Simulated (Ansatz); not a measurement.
# Pb_Ga in GaN (F-43m): charge-transition levels and formation energies, part 2 of 2

Charge states of Pb_Ga in GaN (F-43m), set against the band edges. Model: a cell of 54 host atoms with 1 Ga taken out and 1 Pb put in.

Ansatz; place-levels on r2SCAN runs: charge-transition levels and formation energies with image-charge correction and potential alignment at the atomic sites; PAW set soft_1.

So far: The starting structure; Charge states.

## 3. place-levels, r2SCAN

A charged cell interacts with its images and the background, and its potential has another zero than the host's. place-levels removes the first by a point-charge model, screened by the static dielectric constant since the ions have relaxed around the charge, and the second by comparing potentials at atoms far from the defect.

The host is a run of the defect-free crystal in the same cutoffs, grids and k-points, so that basis and sampling errors cancel in part in the differences. The host is run in a cell of 2 atoms on a matching mesh. Its band edges are searched through the zone by a band path, so the gap is smaller than, or equal to, that on the mesh. Chemical potentials are energies per atom of Ga (alpha-Ga (Cmce)) and Pb (fcc), run with the same functional and cutoff.

Contents of levels.point.yaml:

```yaml
host:
  run: host.point.run
states: [qm1.point.run, q0_M1.point.run, qp1.point.run, qp1_M2.point.run, qm1_M2.point.run]
geometry_from:
  qm1.point.run: qm1.relax.run
  q0_M1.point.run: q0_M1.relax.run
  qp1.point.run: qp1.relax.run
  qp1_M2.point.run: qp1_M2.relax.run
  qm1_M2.point.run: qm1_M2.relax.run
  host.point.run: host.relax.run
chemical_potentials:
  Ga:
    energy: -3790.270342
    dataset: <sha256 of the dataset>
  Pb:
    energy: -11922.911313
    dataset: "<sha256 of the dataset>"
epsilon: 6.0
static_epsilon: 10.56
vertical:
  - { from: qm1.point.run, to: qm1.point_neutral.run }
  - { from: qp1.point.run, to: qp1.point_neutral.run }
  - { from: qp1_M2.point.run, to: qp1_M2.point_neutral.run }
  - { from: qm1_M2.point.run, to: qm1_M2.point_neutral.run }
```

Run with:

```bash
$ ansatz place-levels levels.point.yaml -- --threads 4 --pin off --max-ram 15073MiB
```

The log of the run:

```text
[... repeated set-up lines and file paths are left out, and long positions are rounded to six places ...]
(+1/0) 2.237 eV above the valence edge, in the conduction band; not on the lower envelope
(0/-1) 2.168 eV above the valence edge (+2.952 eV without the band-filling correction), 0.000 eV under the conduction edge; not on the lower envelope
(+1/-1) 2.203 eV above the valence edge (+2.595 eV without the band-filling correction), in the conduction band: charges between them are lowest nowhere
formation energy of charge +1: +2.728 eV with the Fermi level at the valence edge
formation energy of charge 0: +4.966 eV with the Fermi level at the valence edge
formation energy of charge -1: +7.134 eV with the Fermi level at the valence edge
vertical -1 to 0: no energy, since no alignment is typed
  the change from vertical[0].from (qm1.point.run) to vertical[0].to (qm1.point_neutral.run): by its potential at epsilon 6 it stands at 0.380 0.713 0.713, with an rms radius of about 1.9 Å (1.1 1.1 1.1 Å across the planes of the cell's vectors); [...]
vertical +1 to 0: no energy, since no alignment is typed
  the change from vertical[1].from (qp1.point.run) to vertical[1].to (qp1.point_neutral.run): by its potential at epsilon 6 it stands at 0.367 0.700 0.700, with an rms radius of about 1.9 Å (1.1 1.1 1.1 Å across the planes of the cell's vectors); [...]
vertical +1 to 0: no energy, since no alignment is typed
  the change from vertical[2].from (qp1_M2.point.run) to vertical[2].to (qp1_M2.point_neutral.run): by its potential at epsilon 6 it stands at 0.458 0.787 0.806, with an rms radius of about 3.9 Å (2.2 2.1 2.4 Å across the planes of the cell's vectors); [...]
vertical -1 to 0: no energy, since no alignment is typed
  the change from vertical[3].from (qm1_M2.point.run) to vertical[3].to (qm1_M2.point_neutral.run): by its potential at epsilon 6 it stands at 0.213 0.546 0.547, with an rms radius of about 4.9 Å (2.8 2.8 2.8 Å across the planes of the cell's vectors); [...]
  edges by r2scan, gap 2.168 eV; the host is sampled to repeats of 19.08 Å
  the defect's cells are sampled to repeats of 19.08 Å, like sampling
  charge +1: -120901.5209 eV with its correction of +0.537 eV, at epsilon 10.56, aligned at sites: +0.3058 eV, mean over 19 atomic sites at or beyond 4.77 Å from the defect at [0.3333, 0.6667, 0.6667], with +0.000000 for the charge's moments and without [...]
  charge 0: +0.000 eV for its dipole among its images, +0.000 omitted
  charge -1: -120877.4320 eV with its correction of -0.145 eV, at epsilon 10.56, aligned at sites: +0.3771 eV, mean over 19 atomic sites at or beyond 4.77 Å from the defect at [0.3333, 0.6667, 0.6667], with +0.000000 for the charge's moments and without [...]
  charge +1: states[3] (qp1_M2.point.run) stands 2.494 eV higher, with a moment of 2.00 μB against 0.00
  charge -1: states[4] (qm1_M2.point.run) stands 0.832 eV higher, with a moment of 2.00 μB against 0.00
  of states[1] (q0_M1.point.run): its alignment with the host at atomic sites is doubtful: the mean over the far sites moves by +0.1601 eV from their farther parts to their nearer, more than 0.05 eV. [...]
  of states[0] (qm1.point.run): a band-filling correction moves a carrier to the host's band edge, which changes its energy by -0.784 eV; [...]
  of states[3] (qp1_M2.point.run): it parts from the run at its places by a charge that spreads by about 2.4 Å along one vector (1.3 Å or more is wide), by its potential at epsilon 6, taken for that of held ions (one typed too small widens it), where the cell [...]
  of states[4] (qm1_M2.point.run): it parts from the run at its places by a charge that spreads by about 2.8 Å along one vector (1.3 Å or more is wide), by its potential at epsilon 6, taken for that of held ions (one typed too small widens it), where the cell [...]
  of vertical[0].to (qm1.point_neutral.run): stability_check_not_made
  of vertical[1].to (qp1.point_neutral.run): stability_check_not_made
  of vertical[2].from (qp1_M2.point.run): its moments are held at its close (magnetization.spin_locking), by a field of 1.139 eV a Bohr magneton, and its energy and levels are of the state that this holds: a run that lets them go can end lower; [...]
  of vertical[2].to (qp1_M2.point_neutral.run): stability_check_not_made
  of vertical[3].from (qm1_M2.point.run): its moments are held at its close (magnetization.spin_locking), by a field of 0.348 eV a Bohr magneton, and its energy and levels are of the state that this holds: a run that lets them go can end lower; [...]
  of vertical[3].to (qm1_M2.point_neutral.run): stability_check_not_made
```

Wall time 0.6 s (4 threads of Arm Neoverse V1, shared host).

Levels between the charges placed, in eV above the valence top:

|  | gap (eV) | (+1/0) | (0/−1) |
| --- | --- | --- | --- |
| r2SCAN | 2.17 | 2.24 | 2.17 |

Corrections by state:

| charge | moment (μB) | image terms and alignment (eV) | band filling (eV) | ε used | over the lowest of its charge, as the program ranks them, band filling apart (eV) |
| --- | --- | --- | --- | --- | --- |
| +1 | 0.0 | 0.537 | - | 10.56 | 0.000 |
| 0 | 1.0 | 0.000 | - | - | 0.000 |
| −1 | 0.0 | -0.145 | -0.784 | 10.56 | 0.000 |
| +1 | 2.0 | 0.449 | - | 10.56 | 2.494 |
| −1 | 2.0 | -0.180 | - | 10.56 | 0.832 |

The charged structures listed were also run neutral, and place-levels reads from each pair, by the potential or the spins, how wide the charge is by which they differ; that can be the carrier of either run.

| charge | rms radius (Å) | spread where it is widest against the cell (Å) | wide from (Å) | reading |
| --- | --- | --- | --- | --- |
| +1 | 1.9 | 1.12 | 1.35 | narrow |
| −1 | 1.9 | 1.09 | 1.35 | narrow |

The neutral runs of these pairs need not share the spin of the lowest neutral state, and very wide values only mean spread over the cell.

From the program's caveats on the states, each cut to its opening words:

- charge 0 (1 μB): its alignment with the host at atomic sites is doubtful: the mean over the far sites moves by +0.1601 eV from their farther parts to their nearer, more than [...]
- charge 0 (1 μB), +1 (2 μB), −1 (2 μB): flagged: stability check not made
- charge −1: a band-filling correction moves a carrier to the host's band edge, which changes its energy by -0.784 eV
- charge −1: its alignment with the host at atomic sites is doubtful: the mean over the far sites moves by +0.3053 eV from their farther parts to their nearer, more than [...]
- charge +1 (2 μB): it parts from the run at its places by a charge that spreads by about 2.4 Å along one vector (1.3 Å or more is wide), by its potential at epsilon 6, taken for [...]
- charge +1 (2 μB): its alignment with the host at atomic sites is doubtful: the mean over the far sites moves by +0.0712 eV from their farther parts to their nearer, more than [...]
- charge +1 (2 μB): its moments are held at its close (magnetization.spin_locking), by a field of 1.139 eV a Bohr magneton, and its energy and levels are of the state that this [...]
- charge +1 (2 μB): filled levels lie above empty ones at the fixed electron count
- charge −1 (2 μB): it parts from the run at its places by a charge that spreads by about 2.8 Å along one vector (1.3 Å or more is wide), by its potential at epsilon 6, taken for [...]
- charge −1 (2 μB): its alignment with the host at atomic sites is doubtful: the mean over the far sites moves by +0.1151 eV from their farther parts to their nearer, more than [...]
- charge −1 (2 μB): its moments are held at its close (magnetization.spin_locking), by a field of 0.348 eV a Bohr magneton, and its energy and levels are of the state that this [...]

The host's formation energy from the elements is -0.646 eV per atom; it sets how far the chemical potentials can move.

Formation energies (eV), Ga-rich (Δμ(Ga) = 0.00 eV, Δμ(N) = -1.29 eV, Δμ(Pb) = 0.00 eV):

| charge | Fermi level at the valence top | at the conduction bottom |
| --- | --- | --- |
| +1 | 2.73 | 4.90 |
| 0 | 4.97 | 4.97 |
| −1 | 7.13 | 4.97 |

Formation energies (eV), N-rich (Δμ(N) = 0.00 eV, Δμ(Ga) = -1.29 eV, Δμ(Pb) = 0.00 eV):

| charge | Fermi level at the valence top | at the conduction bottom |
| --- | --- | --- |
| +1 | 1.44 | 3.61 |
| 0 | 3.67 | 3.67 |
| −1 | 5.84 | 3.67 |

## 4. What came out

| Item | Value |
| --- | --- |
| gap of the host | 2.17 eV (r2SCAN) |
| level (plus 1/0) | 2.24 eV above the valence top, past the conduction bottom, not a change between lowest states |
| level (0/minus 1) | 2.17 eV above the valence top, at the conduction bottom, not a change between lowest states (2.95 eV above the valence top without the band-filling term) |
| lowest of the charges placed, just above the valence top (0.02 eV) | +1 |
| lowest of the charges placed, just below the conduction bottom (0.02 eV) | +1 |
| lowest formation energy at mid-gap of the charges run, Ga-rich | 3.81 eV |
| lowest formation energy at mid-gap of the charges run, N-rich | 2.52 eV |

Of the charges placed (−1, 0 and +1), +1 is the lowest from 0.02 eV above the valence top to 0.02 eV below the conduction bottom, a gap of 2.17 eV. (+1/0) lies 0.07 eV from a band edge, less than the doubt on such levels. Charges above +1 were not placed, so these runs say nothing of levels that involve them. States placed: +1 at 0 μB and 2 μB; 0 at 1 μB; −1 at 0 μB and 2 μB. Other spin states or structures, where not listed, weren't placed. The program finds carriers beyond a band edge of the host and adds a band-filling term at charge −1 (-0.78 eV); steps to such a charge show no bound level, and a defect level inside a band would be read the same way. Pb is taken at its element; compounds, which aren't counted here, bound the chemical potentials and would shift these formation energies. The program doubts the alignment of potentials for at least one state, a sign that the cell is small. Limits: r2SCAN makes the gap too small and tends to spread out bound carriers; where a gas molecule sets a chemical potential or the host's formation energy, its binding is uncorrected; spin–orbit coupling, which can matter with heavy atoms, is left out.

[Logs are printed without paths, hosts, clocks, repeated set-up lines and the standing remarks that a program may print on its own settings, such as how far it seeks lower states.]

[Hosts, paths, dates, database ids (printed as entryN), source tags and the programs' standing remarks are cut or masked in the printed files.]

[Where a table of states has a column of steps, it counts the stored structures, which are thinned; the runs took as many ionic steps or more.]

[A defect's name tells the site on which it was built; relaxed atoms can leave that site.]

[For some hosts the program warned that the k-mesh of the response run may be too coarse for force constants and the static dielectric constant; such warnings are not shown here.]
